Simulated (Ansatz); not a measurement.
## VHgPd5, from a guessed structure to a relaxed one

Starting from a made-up structure for VHgPd5, the aim is the relaxed cell, its shortest contacts and, where a second run follows, its electronic structure.

Calculated with Ansatz 0.2.0; DFT, PBE, plane-wave PAW, files of the set soft_1, scalar-relativistic, ferromagnetic start, cell and ions relaxed at zero pressure; PAW set soft_1, in the first sound run; inputs show where later runs differ.

## Step 1: The structure

The structure is tetragonal, space group P4/mmm (No. 123). The conventional cell has a = 3.961 Å, b = 3.961 Å, c = 6.919 Å, α = 90.00°, β = 90.00°, γ = 90.00°. Nearest to Hg lie 12 Pd at 2.80 to 2.85 Å. Pd has 2 V at 2.43 Å and 7 Pd at 2.80 to 2.85 Å and 2 Hg at 2.85 Å nearest. Nearest to Pd lie 4 Hg at 2.80 Å and 8 Pd at 2.85 Å. V has 8 Pd at 2.43 Å nearest. Farther neighbours are not listed.

## Step 2: Relaxing cell and atoms

The guessed cell has no reason to be at equilibrium. It is relaxed with the atoms, within the space group of the guess.

input.yaml reads:

```yaml
crystal:
  lattice:
    - [3.961, 0.0, 0.0]
    - [0.0, 3.961, 0.0]
    - [0.0, 0.0, 6.919]
  atoms:
    - { symbol: Hg, position: [0.5, 0.5, 0.0] }
    - { symbol: Pd, position: [0.0, 0.5, 0.2959] }
    - { symbol: Pd, position: [0.5, 0.0, 0.2959] }
    - { symbol: Pd, position: [0.0, 0.5, 0.7041] }
    - { symbol: Pd, position: [0.5, 0.0, 0.7041] }
    - { symbol: Pd, position: [0.0, 0.0, 0.0] }
    - { symbol: V, position: [0.0, 0.0, 0.5], spin: 2.0 }
magnetization:
  spin_polarized: true
kpoints:
  mp_grid: { grid: [7, 7, 4] }
scf:
  occupations: { method: fermi_dirac, width: 0.05 }
hamiltonian:
  xc: pbe
  pseudopotentials: { kind: paw, azcp: { folder: soft_1 } }
relax:
  f_tol: 0.015
  max_steps: 70
  cell: {}
output:
  forces: true
  stress: true
```

On the command line:

```sh
$ ansatz run input.yaml --threads 4 --pin off --max-ram 10240MiB --backend cpu --events-out ev --progress --plain --runs-dir out
```

Numbers of over 12 decimals in the logs are rounded to 6 here.

The program printed:

```text
Engine: ansatz 0.2.0, aarch64-unknown-linux-gnu
Pseudopotentials: kind: paw
Pseudopotential: Hg, paw, valence charge 20, recommended cutoff 420 eV (normal), soft_1/Hg.paw.azcp
Pseudopotential: Pd, paw, valence charge 18, recommended cutoff 420 eV (normal), soft_1/Pd.paw.azcp
Pseudopotential: V, paw, valence charge 13, recommended cutoff 420 eV (normal), soft_1/V.paw.azcp
Functional definition: PBE
  parameter kappa = 0.804
  parameter beta = 0.066725
  exchange = pbe_x(kappa = kappa, mu = beta*pi^2/3)
  correlation = pbe_c(beta = beta)
Crystal: 7 atoms, lattice volume = 108.556 Å³
Basis set: ecut = 420 eV, 2135 PW (Γ), exchange–correlation on 54×54×96 points (8 copies of the dense FFT grid, shifted against one another)
Bands: 75, of which v1, the nominal top of the filled ones, is band 62 counted from 1 (61 counted from 0)
Symmetry: 16 space group operations
Space group: P4/mmm (ITA 123), of the structure as read, at distance tolerance 4.8e-5 Å
Magnetic group: BNS 123.339 (UNI 999), of the structure as read, at distance tolerance 4.8e-5 Å
k-points: 30 of 196
Non-local potential: Hg, projectors of the file, l = 0: 3, l = 1: 2, l = 2: 2, l = 3: 1
Non-local potential: Pd, projectors of the file, l = 0: 2, l = 1: 2, l = 2: 2, l = 3: 1
Non-local potential: V, projectors of the file, l = 0: 3, l = 1: 2, l = 2: 3, l = 3: 1
PAW form: soft (Blöchl's): semilocal exchange-correlation on the pseudo side does not see the compensation charge
PAW one-centre angular grid: Hg, 590 points (default); XC on 64 Gauss nodes
PAW one-centre angular grid: Pd, 590 points (default); XC on 64 Gauss nodes
PAW one-centre angular grid: V, 590 points (default); XC on 64 Gauss nodes
Initial density: superposition of atomic densities (chi_scale 0.1, normalization cell, long waves kept (reshape's long-wave potential 0.08 eV rms))
Starting moments: Σ|m| = 2 μB on 1 of 7 sites
Initial wavefunctions: pseudopotential atomic-orbital guess
Functional: x = pbe(κ = 0.804, μ = 0.219515), c = pbe(β = 0.066725)
SCF iter   1: F=—  HF=-51600.497642 eV  |F-HF|=—  |Δ(HF+E_count)|=         —  Δρ=1.08e-1 (↑1.06e-1 ↓1.08e-1)  dr2=9.15e1  dr2_m=6.52e-2  M=1.966 μB ∫|m|=2.107 μB  β_m=0.30  ethr=3.10e-3  ⟨swp⟩=4.7  Hψ=13460  notcnv=0  defer=34
Mixer restart at iter 1: flushing history
preconditioner: auto → Kerker (q_TF=auto, 2.786 Å⁻¹)  [metal: Δε(μ)=0.001 eV  Ē_g=7.582 eV  σ=0.050 eV  W_gap=0.01  n_scr=38 (ndim 8)  ℏωp=29.2 eV  f_vac=0.013  D(μ)=12.01/eV (n_scr^D=164)]
spin=Collinear: Kerker preconditioning applied to the charge; magnetization (m = ρ↑ − ρ↓) channel mixes plain (no charge-response kernel on spin).
SCF iter   2: F=—  HF=-51595.836326 eV  |F-HF|=—  |Δ(HF+E_count)|=    4.66e0  Δρ=5.13e-2 (↑4.84e-2 ↓5.13e-2)  dr2=2.33e1  dr2_m=7.55e-2  M=1.547 μB ∫|m|=1.906 μB  β_m=0.41  ethr=3.10e-3  ⟨swp⟩=3.0  Hψ=9481  notcnv=0  defer=246
SCF iter   3: F=—  HF=-51593.183923 eV  |F-HF|=—  |Δ(HF+E_count)|=    2.65e0  Δρ=2.25e-2 (↑2.06e-2 ↓2.25e-2)  dr2=7.09e0  dr2_m=3.43e-2  M=1.533 μB ∫|m|=1.781 μB  β_m=0.45  ethr=3.10e-3  ⟨swp⟩=2.2  Hψ=7458  notcnv=0  defer=262
SCF iter   4: F=—  HF=-51592.441522 eV  |F-HF|=—  |Δ(HF+E_count)|=   7.42e-1  Δρ=1.33e-2 (↑1.33e-2 ↓1.18e-2)  dr2=1.68e0  dr2_m=4.15e-2  M=1.280 μB ∫|m|=1.633 μB  β_m=0.64  ethr=3.10e-3  ⟨swp⟩=2.0  Hψ=5280  notcnv=0  defer=259
SCF iter   5: F=—  HF=-51592.390257 eV  |F-HF|=—  |Δ(HF+E_count)|=   5.13e-2  Δρ=1.51e-2 (↑1.51e-2 ↓4.66e-3)  dr2=4.19e-1  dr2_m=5.02e-2  M=0.864 μB ∫|m|=1.325 μB  β_m=0.82  ethr=1.36e-3  ⟨swp⟩=2.5  Hψ=6309  notcnv=0  defer=257
SCF iter   6: F=—  HF=-51592.567594 eV  |F-HF|=—  |Δ(HF+E_count)|=   1.77e-1  Δρ=6.29e-3 (↑6.29e-3 ↓6.07e-3)  dr2=1.10e-1  dr2_m=1.80e-2  M=0.672 μB ∫|m|=1.077 μB  β_m=0.85  ethr=3.41e-4  ⟨swp⟩=3.0  Hψ=8964  notcnv=0  defer=254
SCF iter   7: F=—  HF=-51592.657008 eV  |F-HF|=—  |Δ(HF+E_count)|=         —  Δρ=1.43e-2 (↑1.37e-2 ↓1.43e-2)  dr2=2.20e-2  dr2_m=1.90e-1  M=0.235 μB ∫|m|=0.429 μB  β_m=0.85  ethr=8.94e-5  ⟨swp⟩=2.0  Hψ=7574  notcnv=0  defer=253
Mixer restart at iter 7: flushing history
SCF iter   8: F=—  HF=-51592.639378 eV  |F-HF|=—  |Δ(HF+E_count)|=   1.76e-2  Δρ=6.96e-3 (↑4.80e-3 ↓6.96e-3)  dr2=2.44e-2  dr2_m=3.16e-2  M=0.140 μB ∫|m|=0.245 μB  β_m=0.92  ethr=1.79e-5  ⟨swp⟩=2.4  Hψ=7802  notcnv=0  defer=220
SCF iter   9: F=—  HF=-51592.646614 eV  |F-HF|=—  |Δ(HF+E_count)|=   7.24e-3  Δρ=4.43e-3 (↑4.43e-3 ↓3.57e-3)  dr2=6.21e-2  dr2_m=4.50e-3  M=0.039 μB ∫|m|=0.076 μB  β_m=0.76  ethr=1.79e-5  ⟨swp⟩=2.1  Hψ=8653  notcnv=0  defer=214
SCF iter  10: F=—  HF=-51592.637731 eV  |F-HF|=—  |Δ(HF+E_count)|=   8.88e-3  Δρ=1.02e-3 (↑1.02e-3 ↓5.71e-4)  dr2=1.80e-3  dr2_m=3.64e-4  M=0.021 μB ∫|m|=0.038 μB  β_m=0.71  ethr=1.79e-5  ⟨swp⟩=2.0  Hψ=8792  notcnv=0  defer=212
SCF iter  11: F=—  HF=-51592.638017 eV  |F-HF|=—  |Δ(HF+E_count)|=   2.86e-4  Δρ=4.38e-4 (↑4.38e-4 ↓1.58e-4)  dr2=2.31e-4  dr2_m=6.33e-5  M=0.010 μB ∫|m|=0.018 μB  β_m=0.86  ethr=1.47e-6  ⟨swp⟩=2.1  Hψ=7198  notcnv=0  defer=204
SCF iter  12: F=—  HF=-51592.638272 eV  |F-HF|=—  |Δ(HF+E_count)|=   2.55e-4  Δρ=2.20e-4 (↑2.20e-4 ↓1.15e-4)  dr2=1.80e-4  dr2_m=4.42e-6  M=0.002 μB ∫|m|=0.005 μB  β_m=0.93  ethr=1.87e-7  ⟨swp⟩=2.0  Hψ=6388  notcnv=0  defer=204
SCF iter  13: F=—  HF=-51592.638250 eV  |F-HF|=—  |Δ(HF+E_count)|=   2.28e-5  Δρ=1.86e-4 (↑6.56e-5 ↓1.86e-4)  dr2=9.29e-5  dr2_m=4.94e-6  M=0.002 μB ∫|m|=0.004 μB  β_m=0.87  ethr=1.46e-7  ⟨swp⟩=2.0  Hψ=7937  notcnv=0  defer=204
SCF iter  14: F=—  HF=-51592.638236 eV  |F-HF|=—  |Δ(HF+E_count)|=   1.35e-5  Δρ=8.73e-5 (↑2.73e-5 ↓8.73e-5)  dr2=2.06e-5  dr2_m=1.92e-6  M=0.001 μB ∫|m|=0.002 μB  β_m=0.94  ethr=7.55e-8  ⟨swp⟩=1.9  Hψ=4940  notcnv=0  defer=204
SCF iter  15: F=—  HF=-51592.638237 eV  |F-HF|=—  |Δ(HF+E_count)|=   6.60e-7  Δρ=3.92e-5 (↑3.92e-5 ↓2.52e-5)  dr2=1.22e-6  dr2_m=9.78e-7  M=-0.001 μB ∫|m|=0.001 μB  β_m=0.97  ethr=1.68e-8  ⟨swp⟩=1.5  Hψ=5286  notcnv=0  defer=204
SCF iter  16: F=—  HF=-51592.638237 eV  |F-HF|=—  |Δ(HF+E_count)|=   1.46e-7  Δρ=3.61e-6 (↑3.61e-6 ↓3.35e-6)  dr2=6.34e-8  dr2_m=1.31e-9  M=-0.000 μB ∫|m|=0.000 μB  β_m=0.98  ethr=9.89e-10  ⟨swp⟩=2.0  Hψ=6124  notcnv=0  defer=204
SCF iter  17: F=—  HF=-51592.638237 eV  |F-HF|=—  |Δ(HF+E_count)|=   3.59e-9  Δρ=1.05e-6 (↑1.05e-6 ↓6.74e-7)  dr2=1.23e-9  dr2_m=4.06e-10  M=-0.000 μB ∫|m|=0.000 μB  β_m=0.99  ethr=5.15e-11  ⟨swp⟩=2.1  Hψ=5566  notcnv=0  defer=204
SCF iter  18: F=-51592.638237 eV  HF=-51592.638237 eV  |F-HF|=1.23e-9  |Δ(HF+E_count)|=  4.37e-10  Δρ=4.31e-7 (↑4.31e-7 ↓4.17e-7)  dr2=1.25e-9  dr2_m=5.09e-12  M=-0.000 μB ∫|m|=0.000 μB  ethr=1.00e-12  ⟨swp⟩=1.0  Hψ=12627  notcnv=0
[...]
Initial wavefunctions: pseudopotential atomic-orbital guess (no wavefunctions were taken with the density)
iter 1 solved again at ethr=7.11e-8 eV; its pass at ethr=3.10e-3 eV (dr2=8.75e-5 eV) is discarded
SCF iter   1: F=—  HF=-51592.952348 eV  |F-HF|=—  |Δ(HF+E_count)|=         —  Δρ=2.90e-4 (↑2.90e-4 ↓2.90e-4)  dr2=2.01e-5  dr2_m=1.06e-12  M=-0.000 μB ∫|m|=0.000 μB  β_m=0.65  ethr=7.11e-8  ⟨swp⟩=3.6  Hψ=25534  notcnv=0
preconditioner: auto → Kerker (q_TF=auto, 2.468 Å⁻¹)  [metal: Δε(μ)=0.014 eV  Ē_g=7.407 eV  σ=0.050 eV  W_gap=0.07  n_scr=36 (ndim 8)  ℏωp=28.2 eV  f_vac=0.010  D(μ)=3.32/eV (n_scr^D=20)]
spin=Collinear: Kerker preconditioning applied to the charge; magnetization (m = ρ↑ − ρ↓) channel mixes plain (no charge-response kernel on spin).
SCF iter   2: F=—  HF=-51592.953662 eV  |F-HF|=—  |Δ(HF+E_count)|=   1.31e-3  Δρ=1.04e-4 (↑1.04e-4 ↓1.04e-4)  dr2=2.50e-6  dr2_m=7.47e-13  M=-0.000 μB ∫|m|=0.000 μB  β_m=0.60  ethr=1.64e-8  ⟨swp⟩=2.0  Hψ=6022  notcnv=0
SCF iter   3: F=—  HF=-51592.953850 eV  |F-HF|=—  |Δ(HF+E_count)|=   1.88e-4  Δρ=2.04e-5 (↑2.04e-5 ↓2.04e-5)  dr2=1.33e-7  dr2_m=1.67e-13  M=-0.000 μB ∫|m|=0.000 μB  β_m=0.65  ethr=2.03e-9  ⟨swp⟩=2.0  Hψ=5992  notcnv=0
SCF iter   4: F=—  HF=-51592.953857 eV  |F-HF|=—  |Δ(HF+E_count)|=   7.32e-6  Δρ=7.59e-6 (↑7.57e-6 ↓7.59e-6)  dr2=3.10e-7  dr2_m=2.21e-13  M=-0.000 μB ∫|m|=0.000 μB  β_m=0.65  ethr=1.09e-10  ⟨swp⟩=2.0  Hψ=6820  notcnv=0
SCF iter   5: F=—  HF=-51592.953857 eV  |F-HF|=—  |Δ(HF+E_count)|=   3.23e-7  Δρ=7.60e-6 (↑7.59e-6 ↓7.60e-6)  dr2=3.07e-7  dr2_m=8.47e-14  M=-0.000 μB ∫|m|=0.000 μB  β_m=0.82  ethr=1.09e-10  ⟨swp⟩=2.1  Hψ=7355  notcnv=0
SCF iter   6: F=—  HF=-51592.953858 eV  |F-HF|=—  |Δ(HF+E_count)|=   6.30e-7  Δρ=6.08e-6 (↑6.08e-6 ↓6.08e-6)  dr2=3.07e-7  dr2_m=5.09e-14  M=-0.000 μB ∫|m|=0.000 μB  β_m=0.91  ethr=1.09e-10  ⟨swp⟩=2.1  Hψ=7960  notcnv=0
SCF iter   7: F=—  HF=-51592.953858 eV  |F-HF|=—  |Δ(HF+E_count)|=   2.32e-7  Δρ=2.03e-6 (↑2.03e-6 ↓2.03e-6)  dr2=1.34e-8  dr2_m=2.87e-14  M=-0.000 μB ∫|m|=0.000 μB  β_m=0.84  ethr=1.09e-10  ⟨swp⟩=2.3  Hψ=7978  notcnv=0
SCF iter   8: F=—  HF=-51592.953858 eV  |F-HF|=—  |Δ(HF+E_count)|=   7.22e-9  Δρ=7.70e-7 (↑7.58e-7 ↓7.70e-7)  dr2=5.39e-9  dr2_m=3.99e-14  M=-0.000 μB ∫|m|=0.000 μB  β_m=0.92  ethr=1.09e-11  ⟨swp⟩=2.7  Hψ=8028  notcnv=0
SCF iter   9: F=—  HF=-51592.953823 eV  |F-HF|=—  |Δ(HF+E_count)|=   3.53e-5  Δρ=4.01e-7 (↑4.01e-7 ↓3.98e-7)  dr2=7.67e-10  dr2_m=1.16e-14  M=-0.000 μB ∫|m|=0.000 μB  β_m=0.76  ethr=4.38e-12  ⟨swp⟩=3.0  Hψ=9530  notcnv=0
SCF iter  10: F=—  HF=-51592.953823 eV  |F-HF|=—  |Δ(HF+E_count)|=  1.46e-10  Δρ=2.65e-7 (↑2.65e-7 ↓2.65e-7)  dr2=4.89e-10  dr2_m=9.17e-15  M=-0.000 μB ∫|m|=0.000 μB  β_m=0.88  ethr=1.00e-12  ⟨swp⟩=2.1  Hψ=6460  notcnv=0
SCF iter  11: F=—  HF=-51592.953823 eV  |F-HF|=—  |Δ(HF+E_count)|=  3.35e-10  Δρ=1.67e-7 (↑1.67e-7 ↓1.66e-7)  dr2=2.23e-10  dr2_m=4.47e-15  M=-0.000 μB ∫|m|=0.000 μB  β_m=0.94  ethr=1.00e-12  ⟨swp⟩=2.0  Hψ=5392  notcnv=0
SCF iter  12: F=—  HF=-51592.953823 eV  |F-HF|=—  |Δ(HF+E_count)|=  8.73e-11  Δρ=5.38e-8 (↑5.38e-8 ↓5.29e-8)  dr2=2.71e-11  dr2_m=1.31e-15  M=-0.000 μB ∫|m|=0.000 μB  β_m=0.95  ethr=1.00e-12  ⟨swp⟩=1.4  Hψ=4522  notcnv=0
SCF iter  13: F=—  HF=-51592.953823 eV  |F-HF|=—  |Δ(HF+E_count)|=    0.00e0  Δρ=2.67e-8 (↑2.65e-8 ↓2.67e-8)  dr2=5.71e-12  dr2_m=6.54e-17  M=-0.000 μB ∫|m|=0.000 μB  β_m=0.85  ethr=1.00e-12  ⟨swp⟩=1.0  Hψ=4500  notcnv=0
SCF iter  14: F=-51592.953823 eV  HF=-51592.953823 eV  |F-HF|=2.91e-11  |Δ(HF+E_count)|=  1.46e-11  Δρ=4.50e-8 (↑4.50e-8 ↓4.50e-8)  dr2=1.82e-11  dr2_m=4.02e-19  M=-0.000 μB ∫|m|=0.000 μB  ethr=1.00e-12  ⟨swp⟩=2.0  Hψ=10822  notcnv=0
the starting moments were not kept: the SCF closed with an absolute magnetisation of 4.3e-9 μB, where they sum to 2 μB in size (1 site). That is at most 0.1 of that sum. Measured as dr2_m measures the in/out step, that magnetisation stands 6.8e-18 eV from none, at or under the dr2_threshold of 7.0e-11 eV: it is no larger than a step whose dr2_m would equal this threshold.
SCF 7 converged in 14 iterations: F = -51592.953823 eV  dr2 = 1.82e-11
relax step   7: F+E_penalty+E_count = -51592.95382304 eV  Δ(F+E_penalty+E_count) = -3.428e-3 eV  max|allowed force component| = 8.832e-4 eV/Å  Δτ_max = 0.0000 Å  P = -0.030 GPa  Ω = 116.487 Å³  stress off target by 3.46e-2 GPa  SCF on the basis re-selected at this cell (its energy is not comparable with the rows above)  (14 SCF iters)
basis re-selected at this cell: Δ(F+E_penalty+E_count) = -3.428e-3 eV, ΔP = -0.032 GPa vs the last step (what re-selecting the basis moved, of the pressure what is left beyond the Pulay correction that the steps carried, after the strain that the cell walked since its last selection, with what the two solves' SCF thresholds leave and, on support functions, any second-order correction that the steps lacked; it is no measure of the basis error at this ecutwfc). The dense FFT grid was sized anew with the basis: this SCF ran on 27×27×50 points, the steps before it on 27×27×48, so part of this shift can come from that change (see relax.cell in the input reference). [rest of the remark cut]
SCF converged after 14 iterations
Magnetization: -0.0000 μB (61.5000 up, 61.5000 down)
Absolute magnetization: 0.0000 μB (∫|ρ↑−ρ↓|, with the PAW one-centre terms)
Spin contamination: 0.0000 ħ² per cell (⟨S²⟩ above its minimum at these occupations)
Per-site moments (μB) at R_I (Å): [(-6.159929225687453e-12, 1.174277), (2.151218565690129e-10, 1.033849), (2.1512125345175065e-10, 1.033849), (2.1512185060391384e-10, 1.033849), (2.1512127023692453e-10, 1.033849), (4.8745206524601025e-11, 1.174277), (-2.678331520914423e-9, 1.033849)]
Free energy (F): -51592.953823 eV
Harris-Foulkes:  -51592.953823 eV  (|F-HF|=2.91e-11)
Internal energy: -51592.925292 eV  (E = F + TS)
E sigma→0 (E₀):  -51592.939558 eV
Entropy (-TS):   -0.028531 eV (-4.076 meV/atom)
Fermi energy:    17.424921 eV
--- Per-component energies (eV) ---
  E_band       = -1412.297658
  E_kinetic    = 3113.983266
  E_local      = -13694.877477  (includes V_loc(G=0)·N_el)
  E_nonlocal   = 2014.461910
  E_hartree    = 5611.676393
  E_xc         = -1017.615063
  E_vxc        = -1270.489967  (∫ρ·V_xc dr)
  E_paw        = -30135.641087  (= ΣΔE_a)
  E_vpaw       = -2798.730925  (= ΣTr[D̂ρ^β])
  E_aug_tail   = 0.002755  (compensation charges beyond the density's cutoff)
  E_ewald      = -17484.915989
  E_smearing   = -0.028531  (= −TS)
  E_closure    = 0.000000  (closes the sum)
  Σ components = -51592.953823   (vs F -51592.953823, Δ=0.00e0)
--- Forces (eV/Å), atoms counted from 1 ---
  atom   1  Hg     0.00000000     0.00000000     0.00000000
  atom   2  Pd     0.00000000     0.00000000     0.00088324
  atom   3  Pd     0.00000000     0.00000000     0.00088324
  atom   4  Pd     0.00000000     0.00000000    -0.00088324
  atom   5  Pd     0.00000000     0.00000000    -0.00088324
  atom   6  Pd    -0.00000000    -0.00000000     0.00000000
  atom   7  V      0.00000000    -0.00000000     0.00000000
  max |Σ_I F_I| component: 2.08e-17 eV/Å
--- Stress (GPa, compression-positive) ---
       -0.034588       0.000000       0.000000
        0.000000      -0.034588       0.000000
        0.000000       0.000000      -0.021909
  P = ⅓ Tr σ = -0.0304 GPa (-0.304 kbar)
--- Relaxed structure (6 steps of the walk, 6 accepted, 1 SCFs on fresh bases) ---
  F+E_penalty+E_count = -51592.95382304 eV   max|allowed force component| = 8.832e-4 eV/Å   (the final SCF, on the basis selected at the relaxed cell)
  cell:  # Å, volume = 116.4872 Å³
    - [4.025888, 0, 0.0]
    - [0, 4.025888, 0.0]
    - [0.0, 0.0, 7.187122]
  atoms:
    - { symbol: Hg, position: [0.5, 0.5, 0] }
    - { symbol: Pd, position: [0, 0.5, 0.292242] }
    - { symbol: Pd, position: [0.5, 0, 0.292242] }
    - { symbol: Pd, position: [0, 0.5, 0.707758] }
    - { symbol: Pd, position: [0.5, 0, 0.707758] }
    - { symbol: Pd, position: [0, 0, 0] }
    - { symbol: V, position: [0, 0, 0.500000] }
```

Wall time 67 s (4 threads of Arm Neoverse V2, shared host); peak memory 0.79 GiB.

The steps of the relaxation:

| step | energy less that of the first step (eV) | largest force component (eV/Å) | pressure (GPa) | volume (Å³) |
| --- | --- | --- | --- | --- |
| 1 | 0.0000 | 0.4446 | 12.56 | 108.56 |
| 2 | -0.2142 | 0.3313 | -4.28 | 120.89 |
| 3 | -0.3041 | 0.1553 | -0.64 | 117.16 |
| 4 | -0.3116 | 0.0198 | 0.29 | 116.27 |
| 5 | -0.3121 | 0.0008 | 0.00 | 116.49 |
| 6 | -0.3122 | 0.0000 | 0.00 | 116.49 |
| 7* | -0.3156 | 0.0009 | -0.03 | 116.49 |

Relaxation steps marked * repeat the geometry before them on a plane-wave basis chosen anew for their cell, so energy and pressure can jump there.

Forces are held to the 16 operations that the run works with; a distortion that breaks them can't arise in this run.

| conventional cell, symmetrised | before | after | change |
| --- | --- | --- | --- |
| a (Å) | 3.961 | 4.026 | +1.6 % |
| b (Å) | 3.961 | 4.026 | +1.6 % |
| c (Å) | 6.919 | 7.187 | +3.9 % |
| volume (Å³/atom) | 15.51 | 16.64 | +7.3 % |

The atoms that moved most (Å, as changes of fractional coordinates times the final cell):

| atom | dx | dy | dz | length |
| --- | --- | --- | --- | --- |
| Pd4 | 0.000 | 0.000 | 0.026 | 0.026 |
| Pd2 | 0.000 | 0.000 | -0.026 | 0.026 |
| Pd3 | 0.000 | 0.000 | -0.026 | 0.026 |
| Pd5 | 0.000 | 0.000 | 0.026 | 0.026 |

Numbers from this step:

- free energy: -51592.9538 eV
- energy at zero smearing: -51592.9396 eV
- smearing term TS: 0.02853 eV
- Fermi energy: 17.42 eV
- electrons: 123
- symmetry operations: 16
- pressure: -0.03036 GPa

Shortest distances by pair of elements, guess and relaxed (not always the same contact):

| pair | guess (Å) | relaxed (Å) |
| --- | --- | --- |
| Pd–V | 2.432 | 2.506 |
| Hg–Pd | 2.801 | 2.847 |
| Pd–Pd | 2.801 | 2.847 |
| Hg–Hg | 3.961 | 4.026 |
| V–V | 3.961 | 4.026 |

The relaxation ends with a largest force component of 8.8e-4 eV/Å and a pressure of -0.03 GPa. No moment survives the cycle: this start ends non-magnetic.

(Part 1 of 2 ends here.)

[Logs are printed without paths, hosts, clocks, repeated set-up lines and the standing remarks that a program may print on its own settings, such as how far it seeks lower states.]

[Hosts, paths, dates, database ids (printed as entryN), source tags and the programs' standing remarks are cut or masked in the printed files.]
